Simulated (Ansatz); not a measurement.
## Decaying states in the gap of Ga2SO

Wanted: the relaxed cell of Ga2SO, its band edges and its decay constants. It is built by putting O for part of the S in the GaS structure of space group R-3m, with the volume rescaled by atomic radii. The parent structure comes from the Materials Project.

Method: PBEsol DFT, plane waves, PAW files, in the first sound run; inputs show where later runs differ, in Ansatz 0.2.0.

The structure was built from a prototype and need not be the compound's stable phase.

## Step 1: The starting structure

Symmetry: R3m, No. 160, trigonal system. The conventional cell has a = 3.437 Å, b = 3.437 Å, c = 22.862 Å, α = 90.00°, β = 90.00°, γ = 120.00°. Nearest to Ga lie 3 S at 2.23 Å and 1 Ga at 2.32 Å. Ga has 3 O at 2.23 Å and 1 Ga at 2.32 Å nearest. Nearest to S lie 3 Ga at 2.23 Å. Nearest to O lie 3 Ga at 2.23 Å. It derives from GaS. O for part of the S in the GaS structure of space group R-3m. Farther neighbours and most contacts between anions are not listed.

## Step 2: Cell and atoms at rest

The substituted atoms don't fit the parent's cell, so cell and atoms relax together. A small smearing keeps the run stable in case the gap closes on the way.

input.yaml

```yaml
crystal:
  lattice:
    - [1.7187124417, 0.9922990909, 7.6207865504]
    - [-1.7187124417, 0.9922990909, 7.6207865504]
    - [0.0, -1.9845981817, 7.6207865504]
  atoms:
    - { symbol: Ga, position: [0.94917581, 0.94917581, 0.94917581] }
    - { symbol: Ga, position: [0.05082419, 0.05082419, 0.05082419] }
    - { symbol: S, position: [0.23805187, 0.23805187, 0.23805187] }
    - { symbol: O, position: [0.76194813, 0.76194813, 0.76194813] }
kpoints:
  mp_grid: { grid: [8, 8, 8] }
scf:
  occupations: { method: gaussian, width: 0.03 }
hamiltonian:
  xc: pbesol
output:
  forces: true
  stress: true
relax:
  f_tol: 0.02
  max_steps: 60
  cell: {}
```

Run with:

```bash
ansatz run input.yaml --threads 2 --pin off --max-ram 4096MiB --backend cpu --events-out ev --progress --plain --runs-dir out
```

Numbers of over 12 decimals in the logs are rounded to 6 here.

Log:

```text
basis.fft_grid_basis auto: the FFT boxes are laid along the combinations [[1, 0, -1], [0, 1, -1], [0, 0, 1]] of the cell's own vectors, 3.437, 3.437 and 7.875 Å long. The dense box has 24×24×54 points. Along the cell's own vectors, as sized, it would have 54×54×54, 5.06 times as many. Of the 6 symmetry operations that the crystal satisfies within crystal.symmetry.tolerance (time reversal apart; of a slab, those that  [...]
Engine: ansatz 0.2.0, aarch64-unknown-linux-gnu
Pseudopotentials: kind: paw
Pseudopotential: Ga, paw, valence charge 13, recommended cutoff 420 eV (normal), Ga.paw.azcp
Pseudopotential: S, paw, valence charge 6, recommended cutoff 420 eV (normal), S.paw.azcp
Pseudopotential: O, paw, valence charge 6, recommended cutoff 420 eV (normal), O.paw.azcp
Functional definition: PBEsol
  exchange = pbesol_x
  correlation = pbesol_c
Crystal: 4 atoms, lattice volume = 77.982 Å³
Basis set: ecut = 420 eV, 1513 PW (Γ), FFT grids on a1−a3, a2−a3, a3, exchange–correlation on 48×48×108 points (8 copies of the dense FFT grid, shifted against one another)
Bands: 23, of which v1, the nominal top of the filled ones, is band 19 counted from 1 (18 counted from 0)
Symmetry: 6 space group operations
Space group: R3m (ITA 160), of the structure as read, at distance tolerance 4.3e-5 Å
k-points: 65 of 512 (time reversal used)
Non-local potential: Ga, projectors of the file, l = 0: 2, l = 1: 2, l = 2: 3, l = 3: 1
Non-local potential: S, projectors of the file, l = 0: 2, l = 1: 2, l = 2: 2
Non-local potential: O, projectors of the file, l = 0: 2, l = 1: 2, l = 2: 1
PAW form: soft (Blöchl's): semilocal exchange-correlation on the pseudo side does not see the compensation charge
PAW frozen core: Ga, regenerated for the run's functional, and the local potential with it (the file was generated under x = pbe(κ = 0.804, μ = 0.219515), c = pbe(β = 0.066725))
PAW frozen core: S, regenerated for the run's functional, and the local potential with it (the file was generated under x = pbe(κ = 0.804, μ = 0.219515), c = pbe(β = 0.066725))
PAW frozen core: O, regenerated for the run's functional, and the local potential with it (the file was generated under x = pbe(κ = 0.804, μ = 0.219515), c = pbe(β = 0.066725))
PAW one-centre angular grid: Ga, 590 points (default); XC on 64 Gauss nodes
PAW one-centre angular grid: S, 110 points (default); XC on 64 Gauss nodes
PAW one-centre angular grid: O, 110 points (default); XC on 64 Gauss nodes
Initial density: superposition of atomic densities (neutral atoms: chi_scale 0, normalization atom), corrected by the library's trained network
Initial wavefunctions: pseudopotential atomic-orbital guess
Functional: x = pbesol(κ = 0.804, μ = 0.123457), c = pbesol(β = 0.046)
SCF iter   1: F=—  HF=-8932.367563 eV  |F-HF|=—  |Δ(HF+E_count)|=         —  Δρ=8.44e-3  dr2=6.17e-2  ethr=1.77e-3  ⟨swp⟩=6.0  Hψ=6894  notcnv=0
preconditioner: auto → Resta (q_TF=auto, 2.420 Å⁻¹)  ε∞=4.3  [insulator: Δε(μ)=1.351 eV  Ē_g=14.355 eV  σ=0.030 eV  W_gap=1.00  n_scr=22 (ndim 8)  ℏωp=25.9 eV  f_vac=0.131  D(μ)=0.00/eV (n_scr^D=0)  ε∞_Penn≈4.3]
SCF iter   2: F=—  HF=-8932.355705 eV  |F-HF|=—  |Δ(HF+E_count)|=   1.19e-2  Δρ=4.23e-3  dr2=2.04e-2  ethr=1.62e-4  ⟨swp⟩=2.0  Hψ=3441  notcnv=0
SCF iter   3: F=—  HF=-8932.352882 eV  |F-HF|=—  |Δ(HF+E_count)|=   2.82e-3  Δρ=1.95e-3  dr2=2.94e-3  ethr=5.37e-5  ⟨swp⟩=2.0  Hψ=1985  notcnv=0
SCF iter   4: F=—  HF=-8932.352388 eV  |F-HF|=—  |Δ(HF+E_count)|=   4.94e-4  Δρ=7.13e-4  dr2=4.78e-4  ethr=7.73e-6  ⟨swp⟩=2.0  Hψ=1734  notcnv=0
SCF iter   5: F=—  HF=-8932.352343 eV  |F-HF|=—  |Δ(HF+E_count)|=   4.51e-5  Δρ=2.29e-4  dr2=4.32e-5  ethr=1.26e-6  ⟨swp⟩=2.0  Hψ=2357  notcnv=0
SCF iter   6: F=—  HF=-8932.352342 eV  |F-HF|=—  |Δ(HF+E_count)|=   4.57e-7  Δρ=7.29e-5  dr2=4.65e-6  ethr=1.14e-7  ⟨swp⟩=2.0  Hψ=2645  notcnv=0
SCF iter   7: F=—  HF=-8932.352347 eV  |F-HF|=—  |Δ(HF+E_count)|=   4.56e-6  Δρ=2.08e-5  dr2=3.63e-7  ethr=1.22e-8  ⟨swp⟩=2.0  Hψ=2601  notcnv=0
SCF iter   8: F=—  HF=-8932.352348 eV  |F-HF|=—  |Δ(HF+E_count)|=   6.53e-7  Δρ=1.19e-5  dr2=1.01e-7  ethr=2.63e-10  ⟨swp⟩=5.0  Hψ=6511  notcnv=0
SCF iter   9: F=-8932.352348 eV  HF=-8932.352348 eV  |F-HF|=3.95e-8  |Δ(HF+E_count)|=   3.57e-8  Δρ=3.31e-6  dr2=1.19e-8  ethr=2.63e-10  ⟨swp⟩=4.5  Hψ=5492  notcnv=0
SCF 1 converged in 9 iterations: F = -8932.352348 eV  dr2 = 1.19e-8
  greatest PAW one-centre occupation: 0.995 electrons in one spin orbital (limit 2), on the Ga atom at site 1 (counted from 0), in its partial waves of l = 2
relax step   1: F+E_penalty+E_count = -8932.35234759 eV  Δ(F+E_penalty+E_count) = +0.000e0 eV  max|allowed force component| = 4.084e0 eV/Å  Δτ_max = 0.0000 Å  P = -3.588 GPa  Ω = 77.982 Å³  (9 SCF iters, dr2 threshold 1.00e-7 eV, accepted)
Crystal: 4 atoms, lattice volume = 75.308 Å³
Basis set: ecut = 420 eV, 1453 PW (Γ), FFT grids on a1−a3, a2−a3, a3, exchange–correlation on 48×48×108 points (8 copies of the dense FFT grid, shifted against one another)
Initial density: handed on by an earlier stage of this run
Initial wavefunctions: those handed on with the density
iter 1 solved again at ethr=9.92e-4 eV; its pass at ethr=3.10e-3 eV (dr2=3.77e-1 eV) is discarded
SCF iter   1: F=—  HF=-8933.392631 eV  |F-HF|=—  |Δ(HF+E_count)|=         —  Δρ=2.91e-2  dr2=3.78e-1  ethr=9.92e-4  ⟨swp⟩=1.0  Hψ=8488  notcnv=0
preconditioner: auto → Resta (q_TF=auto, 2.434 Å⁻¹)  ε∞=4.2  [insulator: Δε(μ)=1.219 eV  Ē_g=14.791 eV  σ=0.030 eV  W_gap=1.00  n_scr=22 (ndim 8)  ℏωp=26.4 eV  f_vac=0.107  D(μ)=0.00/eV (n_scr^D=0)  ε∞_Penn≈4.2]
SCF iter   2: F=—  HF=-8933.294213 eV  |F-HF|=—  |Δ(HF+E_count)|=   9.84e-2  Δρ=1.25e-2  dr2=8.78e-2  ethr=9.92e-4  ⟨swp⟩=2.0  Hψ=2072  notcnv=0
SCF iter   3: F=—  HF=-8933.277999 eV  |F-HF|=—  |Δ(HF+E_count)|=   1.62e-2  Δρ=6.72e-3  dr2=2.79e-2  ethr=2.31e-4  ⟨swp⟩=2.1  Hψ=2587  notcnv=0
SCF iter   4: F=—  HF=-8933.272834 eV  |F-HF|=—  |Δ(HF+E_count)|=   5.17e-3  Δρ=1.72e-3  dr2=3.42e-3  ethr=7.33e-5  ⟨swp⟩=2.0  Hψ=3505  notcnv=0
SCF iter   5: F=—  HF=-8933.272813 eV  |F-HF|=—  |Δ(HF+E_count)|=   2.10e-5  Δρ=7.91e-4  dr2=4.07e-4  ethr=8.99e-6  ⟨swp⟩=2.0  Hψ=2519  notcnv=0
SCF iter   6: F=—  HF=-8933.272765 eV  |F-HF|=—  |Δ(HF+E_count)|=   4.85e-5  Δρ=2.24e-4  dr2=4.51e-5  ethr=1.07e-6  ⟨swp⟩=2.0  Hψ=2676  notcnv=0
SCF iter   7: F=—  HF=-8933.272810 eV  |F-HF|=—  |Δ(HF+E_count)|=   4.49e-5  Δρ=1.01e-4  dr2=9.04e-6  ethr=1.19e-7  ⟨swp⟩=2.0  Hψ=2599  notcnv=0
SCF iter   8: F=—  HF=-8933.272826 eV  |F-HF|=—  |Δ(HF+E_count)|=   1.68e-5  Δρ=2.21e-5  dr2=5.03e-7  ethr=2.38e-8  ⟨swp⟩=2.0  Hψ=2338  notcnv=0
[...]
SCF iter   5: F=—  HF=-8933.368264 eV  |F-HF|=—  |Δ(HF+E_count)|=   5.90e-6  Δρ=4.67e-4  dr2=8.57e-5  ethr=2.05e-6  ⟨swp⟩=2.0  Hψ=2570  notcnv=0
SCF iter   6: F=—  HF=-8933.368266 eV  |F-HF|=—  |Δ(HF+E_count)|=   2.04e-6  Δρ=1.60e-4  dr2=1.83e-5  ethr=2.25e-7  ⟨swp⟩=2.0  Hψ=2625  notcnv=0
SCF iter   7: F=—  HF=-8933.368270 eV  |F-HF|=—  |Δ(HF+E_count)|=   3.71e-6  Δρ=7.11e-5  dr2=4.14e-6  ethr=4.81e-8  ⟨swp⟩=2.2  Hψ=2131  notcnv=0
SCF iter   8: F=-8933.368271 eV  HF=-8933.368271 eV  |F-HF|=7.29e-8  |Δ(HF+E_count)|=   8.03e-7  Δρ=2.00e-5  dr2=1.84e-7  ethr=1.05e-9  ⟨swp⟩=3.2  Hψ=6716  notcnv=0
SCF 3 converged in 8 iterations: F = -8933.368271 eV  dr2 = 1.84e-7
relax step   3: F+E_penalty+E_count = -8933.36827093 eV  Δ(F+E_penalty+E_count) = -9.544e-2 eV  max|allowed force component| = 3.413e-1 eV/Å  Δτ_max = 0.0823 Å  P = +0.852 GPa  Ω = 70.756 Å³  energy of the carried Pulay correction = +9.098e-3 eV  (8 SCF iters, dr2 threshold 4.00e-7 eV, accepted)
[... from here on, the SCF cycles and remarks between the steps are left out ...]
relax step   4: F+E_penalty+E_count = -8933.38349107 eV  Δ(F+E_penalty+E_count) = -1.522e-2 eV  max|allowed force component| = 1.162e-1 eV/Å  Δτ_max = 0.0441 Å  P = -0.280 GPa  Ω = 70.889 Å³  energy of the carried Pulay correction = +8.922e-3 eV  (7 SCF iters, dr2 threshold 4.00e-7 eV, accepted)
relax step   5: F+E_penalty+E_count = -8933.38752784 eV  Δ(F+E_penalty+E_count) = -4.037e-3 eV  max|allowed force component| = 9.213e-2 eV/Å  Δτ_max = 0.0267 Å  P = -0.160 GPa  Ω = 70.060 Å³  energy of the carried Pulay correction = +1.002e-2 eV  (7 SCF iters, dr2 threshold 4.00e-7 eV, accepted)
relax step   6: F+E_penalty+E_count = -8933.39706578 eV  Δ(F+E_penalty+E_count) = -9.538e-3 eV  max|allowed force component| = 1.043e-1 eV/Å  Δτ_max = 0.1104 Å  P = +0.587 GPa  Ω = 66.740 Å³  energy of the carried Pulay correction = +1.455e-2 eV  (8 SCF iters, dr2 threshold 4.00e-7 eV, accepted)
relax step   7: F+E_penalty+E_count = -8933.39703676 eV  Δ(F+E_penalty+E_count) = +2.902e-5 eV  max|allowed force component| = 2.927e-2 eV/Å  Δτ_max = 0.0357 Å  P = +0.041 GPa  Ω = 67.993 Å³  energy of the carried Pulay correction = +1.282e-2 eV  (7 SCF iters, dr2 threshold 4.00e-7 eV, accepted)
relax step   8: F+E_penalty+E_count = -8933.39816863 eV  Δ(F+E_penalty+E_count) = -1.132e-3 eV  max|allowed force component| = 5.598e-3 eV/Å  Δτ_max = 0.0191 Å  P = -0.023 GPa  Ω = 67.591 Å³  energy of the carried Pulay correction = +1.337e-2 eV  (7 SCF iters, dr2 threshold 5.35e-8 eV, accepted)
relax step   9: F+E_penalty+E_count = -8933.39846886 eV  Δ(F+E_penalty+E_count) = -3.002e-4 eV  max|allowed force component| = 4.574e-3 eV/Å  Δτ_max = 0.0076 Å  P = -0.009 GPa  Ω = 67.402 Å³  energy of the carried Pulay correction = +1.363e-2 eV  (9 SCF iters, accepted)
relax step  10: F+E_penalty+E_count = -8933.39103789 eV  Δ(F+E_penalty+E_count) = +7.431e-3 eV  max|allowed force component| = 4.410e-3 eV/Å  Δτ_max = 0.0000 Å  P = -0.170 GPa  Ω = 67.402 Å³  stress off target by 1.98e-1 GPa  SCF on the basis re-selected at this cell (its energy is not comparable with the rows above)  (8 SCF iters)
relax step  11: F+E_penalty+E_count = -8933.39211051 eV  Δ(F+E_penalty+E_count) = -1.073e-3 eV  max|allowed force component| = 3.025e-2 eV/Å  Δτ_max = 0.0175 Å  P = +0.099 GPa  Ω = 66.815 Å³  energy of the carried Pulay correction = +9.462e-4 eV  (7 SCF iters, dr2 threshold 9.77e-8 eV, accepted)
relax step  12: F+E_penalty+E_count = -8933.39201898 eV  Δ(F+E_penalty+E_count) = +9.153e-5 eV  max|allowed force component| = 1.587e-3 eV/Å  Δτ_max = 0.0033 Å  P = +0.013 GPa  Ω = 66.936 Å³  energy of the carried Pulay correction = +7.424e-4 eV  (4 SCF iters, dr2 threshold 1.20e-7 eV, accepted)
iter 1 solved again at ethr=1.74e-7 eV; its pass at ethr=3.10e-3 eV (dr2=6.60e-5 eV) is discarded
SCF iter   1: F=—  HF=-8933.391272 eV  |F-HF|=—  |Δ(HF+E_count)|=         —  Δρ=5.20e-5  dr2=4.09e-7  ethr=1.74e-7  ⟨swp⟩=3.0  Hψ=10460  notcnv=0
preconditioner: auto → none  [insulator: Δε(μ)=0.822 eV  Ē_g=14.934 eV  σ=0.030 eV  W_gap=1.00  n_scr=16 (ndim 8)  ℏωp=28.0 eV  f_vac=0.029  D(μ)=0.00/eV (n_scr^D=0)  ε∞_Penn≈4.5]
SCF iter   2: F=—  HF=-8933.391272 eV  |F-HF|=—  |Δ(HF+E_count)|=   2.78e-7  Δρ=3.03e-5  dr2=3.81e-7  ethr=1.08e-9  ⟨swp⟩=2.0  Hψ=2720  notcnv=0
SCF iter   3: F=—  HF=-8933.391272 eV  |F-HF|=—  |Δ(HF+E_count)|=   2.29e-8  Δρ=1.90e-5  dr2=1.08e-7  ethr=1.00e-9  ⟨swp⟩=2.0  Hψ=2636  notcnv=0
SCF iter   4: F=—  HF=-8933.391272 eV  |F-HF|=—  |Δ(HF+E_count)|=   3.24e-8  Δρ=8.29e-6  dr2=1.85e-8  ethr=2.83e-10  ⟨swp⟩=2.0  Hψ=1800  notcnv=0
SCF iter   5: F=—  HF=-8933.391272 eV  |F-HF|=—  |Δ(HF+E_count)|=   7.60e-9  Δρ=2.15e-6  dr2=9.45e-10  ethr=4.87e-11  ⟨swp⟩=2.0  Hψ=2730  notcnv=0
SCF iter   6: F=—  HF=-8933.391272 eV  |F-HF|=—  |Δ(HF+E_count)|=   1.25e-9  Δρ=5.67e-7  dr2=1.59e-10  ethr=2.49e-12  ⟨swp⟩=2.0  Hψ=2715  notcnv=0
SCF iter   7: F=-8933.391272 eV  HF=-8933.391272 eV  |F-HF|=0.00e0  |Δ(HF+E_count)|=  8.00e-11  Δρ=1.14e-7  dr2=5.05e-12  ethr=1.00e-12  ⟨swp⟩=5.0  Hψ=5537  notcnv=0
SCF 13 converged in 7 iterations: F = -8933.391272 eV  dr2 = 5.05e-12
relax step  13: F+E_penalty+E_count = -8933.39127200 eV  Δ(F+E_penalty+E_count) = +7.470e-4 eV  max|allowed force component| = 1.897e-3 eV/Å  Δτ_max = 0.0000 Å  P = +0.002 GPa  Ω = 66.936 Å³  stress off target by 1.13e-2 GPa  SCF on the basis re-selected at this cell (its energy is not comparable with the rows above)  (7 SCF iters)
basis re-selected at this cell: Δ(F+E_penalty+E_count) = +7.470e-4 eV, ΔP = -0.011 GPa vs the last step (what re-selecting the basis moved, of the pressure what is left beyond the Pulay correction that the steps carried, after the strain that the cell walked since its last selection, with what the two solves' SCF thresholds leave and, on support functions, any second-order correction that the steps lacked; it is no m [...]
SCF converged after 7 iterations
Free energy (F): -8933.391272 eV
Harris-Foulkes:  -8933.391272 eV  (|F-HF|=0.00e0)
Internal energy: -8933.391272 eV  (E = F + TS)
E sigma→0 (E₀):  -8933.391272 eV
Fermi energy:    7.292716 eV
--- Per-component energies (eV) ---
  E_band       = -129.526668
  E_kinetic    = 512.083917
  E_local      = -4793.735130  (includes V_loc(G=0)·N_el)
  E_nonlocal   = 932.436061
  E_hartree    = 2192.215577
  E_xc         = -305.104120
  E_vxc        = -295.981996  (∫ρ·V_xc dr)
  E_paw        = -4638.716544  (= ΣΔE_a)
  E_vpaw       = -868.762796  (= ΣTr[D̂ρ^β])
  E_aug_tail   = 0.002155  (compensation charges beyond the density's cutoff)
  E_ewald      = -2834.396381
  E_core_change = 1.823193  (= ΣΔE_core)
  E_smearing   = -0.000000  (= −TS)
  E_closure    = 0.000000  (closes the sum)
  Σ components = -8933.391272   (vs F -8933.391272, Δ=0.00e0)
--- Forces (eV/Å), atoms counted from 1 ---
  atom   1  Ga    -0.00000000    -0.00000000    -0.00111583
  atom   2  Ga     0.00000000    -0.00000000    -0.00189641
  atom   3  S      0.00000000     0.00000000     0.00165646
  atom   4  O      0.00000000     0.00000000     0.00135973
  max |Σ_I F_I| component: 3.95e-6 eV/Å
--- Stress (GPa, compression-positive) ---
        0.008964       0.000000       0.000000
        0.000000       0.008964      -0.000000
        0.000000      -0.000000      -0.011333
  P = ⅓ Tr σ = 0.0022 GPa (0.022 kbar)
--- Relaxed structure (11 steps of the walk, 11 accepted, 2 SCFs on fresh bases) ---
  F+E_penalty+E_count = -8933.39127200 eV   max|allowed force component| = 1.897e-3 eV/Å   (the final SCF, on the basis selected at the relaxed cell)
  cell:  # Å, volume = 66.9358 Å³
    - [1.669967, 0.964156, 6.928708]
    - [-1.669967, 0.964156, 6.928708]
    - [0, -1.928312, 6.928708]
  atoms:
    - { symbol: Ga, position: [0.949299, 0.949299, 0.949299] }
    - { symbol: Ga, position: [0.067543, 0.067543, 0.067543] }
    - { symbol: S, position: [0.224686, 0.224686, 0.224686] }
    - { symbol: O, position: [0.758472, 0.758472, 0.758472] }
```

The job ended after 60 s (2 threads of Arm Neoverse V2, shared host; peak memory 0.39 GiB).

Step by step:

| step | energy less that of the first step (eV) | largest force component (eV/Å) | pressure (GPa) | volume (Å³) |
| --- | --- | --- | --- | --- |
| 1 | 0.0000 | 4.0842 | -3.59 | 77.98 |
| 2 | -0.9205 | 0.8879 | -2.68 | 75.31 |
| 3 | -1.0159 | 0.3413 | 0.85 | 70.76 |
| 4 | -1.0311 | 0.1162 | -0.28 | 70.89 |
| 5 | -1.0352 | 0.0921 | -0.16 | 70.06 |
| 6 | -1.0447 | 0.1043 | 0.59 | 66.74 |
| 7 | -1.0447 | 0.0293 | 0.04 | 67.99 |
| 8 | -1.0458 | 0.0056 | -0.02 | 67.59 |
| 9 | -1.0461 | 0.0046 | -0.01 | 67.40 |
| 10* | -1.0387 | 0.0044 | -0.17 | 67.40 |
| 11 | -1.0398 | 0.0303 | 0.10 | 66.81 |
| 12 | -1.0397 | 0.0016 | 0.01 | 66.94 |
| 13* | -1.0389 | 0.0019 | 0.00 | 66.94 |

Relaxation steps marked * repeat the geometry before them on a plane-wave basis chosen anew for their cell, so energy and pressure can jump there.

Forces are held to the 6 operations that the run works with; a distortion that breaks them can't arise in this run.

```csv
"conventional cell, symmetrised",before,after,change
a (Å),3.437,3.340,-2.8 %
b (Å),3.437,3.340,-2.8 %
c (Å),22.862,20.786,-9.1 %
volume (Å³/atom),19.50,16.73,-14.2 %
```

The atoms that moved most (Å, as changes of fractional coordinates times the final cell):

```
atom     dx     dy      dz  length
 Ga2  0.000  0.000   0.348   0.348
  S3  0.000  0.000  -0.278   0.278
  O4  0.000  0.000  -0.072   0.072
```

Final coordinates:

```xyz
4
Lattice="1.6700 0.9642 6.9287 -1.6700 0.9642 6.9287 0.0000 -1.9283 6.9287" Properties=species:S:1:pos:R:3 pbc="T T T"
Ga    0.0000    0.0000   19.7322
Ga    0.0000    0.0000    1.4040
S     0.0000    0.0000    4.6703
O     0.0000    0.0000   15.7657
```

This step gave:

- free energy: -8933.3913 eV
- Fermi energy: 7.293 eV
- pressure: 0.002199 GPa

The largest force component on a free atom ends at 0.0019 eV/Å.

## Step 3: Band edges

The energy window and the wavevectors of the next steps follow from the band edges, so these are searched first, off the mesh as well.

input.yaml

```yaml
crystal:
  lattice:
    - [1.6699668723, 0.9641558233, 6.928708412]
    - [-1.6699668723, 0.9641558233, 6.928708412]
    - [0.0, -1.9283116465, 6.928708412]
  atoms:
    - { symbol: Ga, position: [0.9492988013, 0.9492988013, 0.9492988013] }
    - { symbol: Ga, position: [0.0675433327, 0.0675433327, 0.0675433327] }
    - { symbol: S, position: [0.2246857604, 0.2246857604, 0.2246857604] }
    - { symbol: O, position: [0.7584721056, 0.7584721056, 0.7584721056] }
kpoints:
  mp_grid: { grid: [8, 8, 8] }
  band_path: { path: [VBM, CBM], npoints: 30 }
scf:
  occupations: { method: fixed }
hamiltonian:
  xc: pbesol
output:
  eigenvalues: true
  write_potential: true
  write_density: true
  volumetric_format: npy
```

Log:

```text
[...]
Crystal: 4 atoms, lattice volume = 66.936 Å³
Basis set: ecut = 420 eV, 1337 PW (Γ), FFT grids on a1−a2, a2, −a2+a3
Bands: 23, of which v1, the nominal top of the filled ones, is band 19 counted from 1 (18 counted from 0)
Symmetry: 6 space group operations
[...]
k-points: 65 of 512 (time reversal used)
[...]
SCF iter   1: F=—  HF=-8933.415996 eV  |F-HF|=—  |Δ(HF+E_count)|=         —  Δρ=1.12e-2  dr2=1.03e-1  ethr=1.77e-3  ⟨swp⟩=4.8  Hψ=5704  notcnv=0  defer=129
[...]
SCF iter   8: F=-8933.391296 eV  HF=-8933.391296 eV  |F-HF|=1.27e-8  |Δ(HF+E_count)|=   1.58e-7  Δρ=8.56e-6  dr2=2.67e-8  ethr=2.63e-10  ⟨swp⟩=5.0  Hψ=5495  notcnv=0
SCF 1 converged in 8 iterations: F = -8933.391296 eV  dr2 = 2.67e-8
[...]
NSCF: frozen V_eff on 32 k-points
[...]
SCF converged after 8 iterations
Free energy (F): -8933.391296 eV
[...]
Internal energy: -8933.391296 eV  (E = F + TS)
E sigma→0 (E₀):  -8933.391296 eV
Fermi energy:    6.880499 eV
[...]
--- Band table (eV; the first three rows and the last of 65) ---
  k-point 0: bands = [... 15 lower, 3.9816, 5.1229, 6.8174, 6.8174, 9.1939, 11.8265, 13.5928, 13.5928]
  k-point 1: bands = [... 15 lower, 4.1849, 5.3791, 5.9054, 6.5238, 9.5666, 12.2495, 12.7493, 13.8780]
  k-point 2: bands = [... 15 lower, 3.4741, 4.6197, 5.9288, 6.2821, 9.9772, 11.1350, 12.3642, 13.5448]
  k-point 64: bands = [... 15 lower, 3.9798, 6.5894, 6.8173, 6.8173, 7.7030, 11.8214, 13.7128, 13.7128]
```

Elapsed: 13 s, on 2 threads; peak memory 0.39 GiB; 26 s of CPU time.

This step gave:

| Property | Result |
| --- | --- |
| Fermi energy | 6.880 eV |
| gap on the k-mesh | 0.8225 eV |
| gap on path | 0.7752 eV, by band count; negative where bands overlap |
| direct gap on path | 0.8857 eV |
| edge places on path | 0, 1.970 1/A along the path |

The electronic bands at the labelled points (eV, zero at the Fermi level (highest filled level under fixed occupations); # counts the bands kept):

```csv
point,#4,#5,#6,#7,#8,#9,#10,#11
VBM,-3.19,-1.81,-0.63,0.05,1.64,5.43,6.24,6.83
halfway,-3.65,-2.58,-1.71,-0.57,2.88,3.50,4.38,6.29
CBM,-2.90,-0.29,-0.06,-0.06,0.82,4.94,6.83,6.83
```

The searched edges give 0.775 eV, under the 0.822 eV of the mesh, which misses an edge.

[end of part 1 of 2]

[Logs are printed without paths, hosts, clocks, repeated set-up lines and the standing remarks that a program may print on its own settings, such as how far it seeks lower states.]

[Hosts, paths, dates, database ids (printed as entryN), source tags and the programs' standing remarks are cut or masked in the printed files.]
